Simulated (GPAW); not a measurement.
# Mg/Rh(100): work function by functional and basis, part 2 of 2

Wanted: work functions and dipole of Mg/Rh(100), with the cost of each level.

GPAW 26.7.0; GPAW, PAW setups; slab in vacuum, relaxation (the session's first sound run).

So far, upper work function (eV): step 2 (relaxation, PBE, GPAW) 4.09; step 3 (the slab's potential, PBE, GPAW) 4.09; step 4 (self-consistent run: xc = "LDA") 4.22; step 5 (OptPBE vdW: xc = "optPBE-vdW", GPAW, PAW setups, GPAW) 4.18; step 6 (self-consistent run: xc = "revPBE") 4.03.

### 7. Self-consistent run: xc = "vdW-DF2"

The same geometry under vdW-DF2, to see how far the functional moves the levels against the vacuum (the van der Waals functionals take revPBE setups).

run.py

```python
import json
import numpy as np
from ase import Atoms
from gpaw import GPAW, PW

slab = Atoms(
    ['Rh', 'Rh', 'Rh', 'Rh', 'Mg'],
    positions=[
        [1.34350, 1.34350, 8.00000],
        [0.00000, 0.00000, 9.90000],
        [1.34350, 1.34350, 11.85396],
        [0.00000, -0.00000, 13.75292],
        [1.34350, 0.00000, 16.05312]],
    cell=[[2.68701, 0.0, 0.0], [0.0, 2.68701, 0.0], [0.0, 0.0, 24.35044]],
    pbc=[True, True, False])

slab.calc = GPAW(mode=PW(400), xc='vdW-DF2', kpts={'size': (12, 12, 1), 'gamma': True},
                 occupations={'name': 'fermi-dirac', 'width': 0.1}, nbands='200%',
                 convergence={'density': 1e-05}, maxiter=200,
                 poissonsolver={'dipolelayer': 'xy'},
                 symmetry={'tolerance': 1e-3}, txt='slab.txt')
result = {}
energy = slab.get_potential_energy()
fermi = slab.calc.get_fermi_level()
v = slab.calc.get_electrostatic_potential().mean((0, 1)) - fermi
n = slab.calc.get_pseudo_density().mean((0, 1))
L = slab.cell[2, 2]
z = np.arange(len(v)) * L / len(v)
low, high = slab.positions[:, 2].min(), slab.positions[:, 2].max()
below, above = np.interp([low - 5.8, high + 5.8], z, v)
slopes = [np.interp(x, z, np.gradient(v, z)) for x in (low - 5.8, high + 5.8)]
eps = np.array([[slab.calc.get_eigenvalues(k, s) for k in range(len(slab.calc.get_ibz_k_points()))]
                for s in range(slab.calc.get_number_of_spins())]) - fermi
top, bottom = eps[eps < 0].max(), eps[eps > 0].min()
dipole = slab.get_dipole_moment()[2]
print(f'energy {energy:.4f} eV, Fermi level {fermi:.4f} eV, dipole {dipole:.5f} e A')
print(f'potential 5.8 A off the faces, from the Fermi level: lower {below:.4f} eV, upper {above:.4f} eV')
print(f'slope of the potential there: lower {slopes[0]:.5f}, upper {slopes[1]:.5f} eV/A')
print(f'nearest levels on the mesh: {top:.4f} and {bottom:.4f} eV')
print('magnetic moment', round(slab.get_magnetic_moment(), 3))
result.update(energy=energy, fermi=fermi, dipole=dipole, below=below, above=above, slopes=slopes, edges=[top, bottom],
              z=z.tolist(), v=v.tolist(), n=n.tolist(), positions=slab.positions.tolist(),
              forces=slab.get_forces(apply_constraint=False).tolist(), moments=slab.get_magnetic_moments().tolist())
json.dump(result, open('result.json', 'w'))
```

Run with:

```
$ OMP_NUM_THREADS=1 OPENBLAS_NUM_THREADS=1 python run.py
```

The log of the run:

```text
energy -400.8147 eV, Fermi level 1.4770 eV, dipole 0.04889 e A
potential 5.8 A off the faces, from the Fermi level: lower 5.3990 eV, upper 4.1739 eV
slope of the potential there: lower -0.00056, upper 0.00046 eV/A
nearest levels on the mesh: -0.0020 and 0.0046 eV
magnetic moment 0.0
```

Wall time 8.9 min (1 thread of Arm Neoverse V1, shared host); peak memory 0.5 GiB.

Numbers from this step:

```
dipole along the normal                    : 0.04889 e·Å
levels nearest the Fermi level on the mesh : -0.001970, 0.004630 eV from the Fermi level
upper work function                        : 4.174 eV
lower work function                        : 5.399 eV
```

The electrostatic potential energy of an electron (without an applied field's), less the Fermi level, planar mean oscillates, so the rows of the table below give means over windows of 1.93 Å about each position, cut where the curve ends. Its maxima inside the range that stand out by 2 % of the span (Å: eV): 1.1: 5.40, 8.9: -3.12, 10.9: -2.77, 12.8: -3.31, 14.9: 0.283. Its minima: 8.0: -21.7, 9.9: -22.0, 11.9: -22.1, 13.8: -21.6, 16.0: -12.7.

Table of electrostatic potential energy of an electron (without an applied field's), less the Fermi level, planar mean by z; means over each step:

| z (Å) | electrostatic potential energy of an electron (without an applied field's), less the Fermi level, planar mean (eV) |
| --- | --- |
| 0.96 | 5.34 |
| 2.90 | 5.40 |
| 4.83 | 5.35 |
| 6.76 | 0.225 |
| 8.69 | -11.8 |
| 10.62 | -11.5 |
| 12.55 | -12.0 |
| 14.48 | -8.25 |
| 16.41 | -6.01 |
| 18.34 | 3.58 |
| 20.27 | 4.16 |
| 22.20 | 4.17 |
| 24.13 | 4.23 |

The upper face's work function is 4.174 eV, against 4.090 eV in the first plane-wave PBE run at this geometry.

### 8. Self-consistent run: xc = "RPBE"

The same geometry under RPBE, to see how far the functional moves the levels against the vacuum.

run.py, as its differences from that of step 7:

```diff
@@ -16,3 +16,3 @@
 
-slab.calc = GPAW(mode=PW(400), xc='vdW-DF2', kpts={'size': (12, 12, 1), 'gamma': True},
+slab.calc = GPAW(mode=PW(400), xc='RPBE', kpts={'size': (12, 12, 1), 'gamma': True},
                  occupations={'name': 'fermi-dirac', 'width': 0.1}, nbands='200%',
```

The log of the run:

```text
energy -26.2486 eV, Fermi level 1.6442 eV, dipole 0.03393 e A
potential 5.8 A off the faces, from the Fermi level: lower 4.8779 eV, upper 4.0277 eV
slope of the potential there: lower -0.00041, upper 0.00027 eV/A
nearest levels on the mesh: -0.0013 and 0.0051 eV
magnetic moment 0.0
```

The job ended after 8.3 min (1 thread; peak memory 0.38 GiB).

Numbers from this step:

```
dipole along the normal                    : 0.03393 e·Å
levels nearest the Fermi level on the mesh : -0.001275, 0.005141 eV from the Fermi level
upper work function                        : 4.028 eV
lower work function                        : 4.878 eV
```

The upper face's work function is 4.028 eV, against 4.090 eV in the first plane-wave PBE run at this geometry.

### 9. Real-space grid: mode = "fd"

A real-space grid is a second complete basis, so it checks the plane-wave result.

run.py, as its differences from that of step 8:

```diff
@@ -3,3 +3,3 @@
 from ase import Atoms
-from gpaw import GPAW, PW
+from gpaw import GPAW
 
@@ -16,3 +16,3 @@
 
-slab.calc = GPAW(mode=PW(400), xc='RPBE', kpts={'size': (12, 12, 1), 'gamma': True},
+slab.calc = GPAW(mode='fd', h=0.18, xc='PBE', kpts={'size': (12, 12, 1), 'gamma': True},
                  occupations={'name': 'fermi-dirac', 'width': 0.1}, nbands='200%',
```

The log of the run:

```text
energy -29.1573 eV, Fermi level -4.5725 eV, dipole 0.03846 e A
potential 5.8 A off the faces, from the Fermi level: lower 5.0544 eV, upper 4.0904 eV
slope of the potential there: lower -0.00004, upper 0.00015 eV/A
nearest levels on the mesh: -0.0011 and 0.0026 eV
magnetic moment 0.0
```

Elapsed: 52 min, on 1 thread; peak memory 2.6 GiB.

This step gave:

| Quantity | Value |
| --- | --- |
| dipole along the normal | 0.03846 e·Å |
| levels nearest the Fermi level on the mesh | -0.001062, 0.002565 eV from the Fermi level |
| upper work function | 4.090 eV |
| lower work function | 5.054 eV |

The electrostatic potential energy of an electron (without an applied field's), less the Fermi level, planar mean oscillates, so the rows of the table below give means over windows of 1.97 Å about each position, cut where the curve ends. Its maxima inside the range that stand out by 2 % of the span (Å: eV): 9.0: -2.79, 10.8: -2.50, 12.8: -2.96, 15.0: 0.527. Its minima: 8.0: -21.6, 9.9: -22.0, 11.8: -22.0, 13.8: -21.7, 16.0: -12.8.

Electrostatic potential energy of an electron (without an applied field's), less the Fermi level, planar mean against z; means over each step:

| z (Å) | electrostatic potential energy of an electron (without an applied field's), less the Fermi level, planar mean (eV) |
| --- | --- |
| 0.98 | 5.04 |
| 2.96 | 5.05 |
| 4.93 | 5.01 |
| 6.90 | -1.71 |
| 8.87 | -11.9 |
| 10.84 | -11.5 |
| 12.80 | -12.0 |
| 14.78 | -6.07 |
| 16.75 | -4.45 |
| 18.71 | 3.85 |
| 20.69 | 4.09 |
| 22.66 | 4.09 |

The upper face's work function is 4.090 eV, against 4.090 eV in the first plane-wave PBE run at this geometry.

### 10. All levels side by side

Times are for 1 thread of Arm Neoverse V1, shared host. The runs compared:

| no. | run | upper work function (eV) | lower work function (eV) | time | memory (GiB) |
| --- | --- | --- | --- | --- | --- |
| 1 | pw | 4.090 | 5.055 | 7.4 min | 0.38 |
| 2 | LDA | 4.220 | 5.437 | 7.3 min | 0.38 |
| 3 | optPBE vdW | 4.178 | 5.228 | 7.8 min | 0.5 |
| 4 | revPBE | 4.029 | 4.901 | 8.2 min | 0.38 |
| 5 | vdW DF2 | 4.174 | 5.399 | 8.9 min | 0.5 |
| 6 | RPBE | 4.028 | 4.878 | 8.3 min | 0.38 |
| 7 | fd | 4.090 | 5.054 | 52 min | 2.6 |

### 11. Atomic orbitals

Atom-centred orbitals end a few angstrom from the surface, which tests how much the density's tail matters.

run.py, as its differences from that of step 9:

```diff
@@ -16,4 +16,4 @@
 
-slab.calc = GPAW(mode='fd', h=0.18, xc='PBE', kpts={'size': (12, 12, 1), 'gamma': True},
-                 occupations={'name': 'fermi-dirac', 'width': 0.1}, nbands='200%',
+slab.calc = GPAW(mode='lcao', basis='dzp', h=0.18, xc='PBE', kpts={'size': (12, 12, 1), 'gamma': True},
+                 occupations={'name': 'fermi-dirac', 'width': 0.1}, nbands='120%',
                  convergence={'density': 1e-05}, maxiter=200,
```

The log of the run:

```text

```

The job ended after 76 min (1 thread; peak memory 0.54 GiB).

The run was cut off at its time limit.

### 12. Side by side

Results and costs are gathered.

This step: comparison of work functions, dipole and cost (GPAW 26.7.0).

Ladder, by row:

| step | code | work function, upper (eV) | work function, lower (eV) | dipole (e Å) | wall time (s) | peak memory (GiB) | threads |
| --- | --- | --- | --- | --- | --- | --- | --- |
| pw | GPAW | 4.09 | 5.055 | 0.03852 | 445.1 | 0.38 | 1 |
| LDA | GPAW | 4.22 | 5.437 | 0.04855 | 439.8 | 0.38 | 1 |
| optPBE-vdW | GPAW | 4.178 | 5.228 | 0.0419 | 470.2 | 0.5 | 1 |
| revPBE | GPAW | 4.029 | 4.901 | 0.03481 | 494.9 | 0.38 | 1 |
| vdW-DF2 | GPAW | 4.174 | 5.399 | 0.04889 | 533.2 | 0.5 | 1 |
| RPBE | GPAW | 4.028 | 4.878 | 0.03393 | 495.3 | 0.38 | 1 |
| fd | GPAW | 4.09 | 5.054 | 0.03846 | 3111 | 2.58 | 1 |

### 13. What came out

- work function, upper and lower face: 4.090 and 5.055 eV
- dipole along the normal: 0.0385 e Å

**Reading.** With plane waves and PBE the work function is 4.09 eV on the upper face and 5.06 eV on the lower. The two faces differ by 0.97 eV, the step that the slab's dipole makes (e p/(ε0 A) gives 0.97 eV), so the dipole layer is needed. Over the sound runs of the table the upper face's work function spans 4.028 (RPBE) to 4.220 eV (LDA). The cell of 7.22 Å² holds one Mg, started on one chosen site; other sites and coverages weren't tried. The in-plane lattice was kept as typed, which isn't the functional's own and leaves some strain; spin-orbit coupling and temperature are left out.

[Logs are printed without paths, hosts, clocks, repeated set-up lines and the standing remarks that a program may print on its own settings, such as how far it seeks lower states.]

[Hosts, paths, dates, database ids (printed as entryN), source tags and the programs' standing remarks are cut or masked in the printed files.]
